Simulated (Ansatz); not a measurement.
In doubt: masses and optical values from hybrid runs of this build are listed as unsure, which bears on the screening that GW takes from such a start.

Rows from a G0W0 calculation on LiGeN (P6_3mc) (Ansatz 0.2.0; G0W0 on HSE06, plane waves, PAW; PAW set soft_1; 6×6×2 mesh, 168 empty bands, screening to 100 eV, PAW set soft_1 files), in eV. Spin-orbit coupling is left out.

```csv
row,k,band,start,Σx,Σc at the solution,Vxc
A,"(0.167, 0.167, 0.000)",c1,12.576,-8.836,-4.226,-13.335
B,"(0.000, -0.500, 0.000)",c1,9.205,-9.009,-3.149,-12.393
C,"(0.167, 0.167, 0.000)",c2,12.621,-9.627,-4.191,-14.119
D,"(0.000, -0.500, 0.000)",v1,6.025,-16.115,1.668,-14.246
E,"(0.000, -0.500, 0.000)",c2,9.973,-8.866,-3.439,-12.551
F,"(0.167, 0.167, 0.000)",v1,6.973,-18.209,2.119,-16.109
```

Question: Work out each quasiparticle level and how far it moved.

The quasiparticle equation reads E = start + Σx + Σc(E) − Vxc.

```csv
row,E (eV),shift (eV)
A,12.849,+0.273
B,9.440,+0.235
C,12.923,+0.302
D,5.824,−0.200
E,10.220,+0.247
F,6.992,+0.019
```

The gap over the computed points goes from 2.23 eV to 2.45 eV.

Limits: not at the basis limit; no spin-orbit coupling.

[Paths, hosts, dates, memory and timing lines, banners, echoed tables and standing remarks are left out of the program output.]

[Logs are printed without paths, hosts, clocks, repeated set-up lines and the standing remarks that a program may print on its own settings, such as how far it seeks lower states.]

[Runs of the session that timed out or met a known fault of the program may be left out.]

[Cells called generated may have been cut or substituted from an entry of the Crystallography Open Database or the Materials Project.]

[Hosts, paths, dates, database ids (printed as entryN), source tags and the programs' standing remarks are cut or masked in the printed files.]
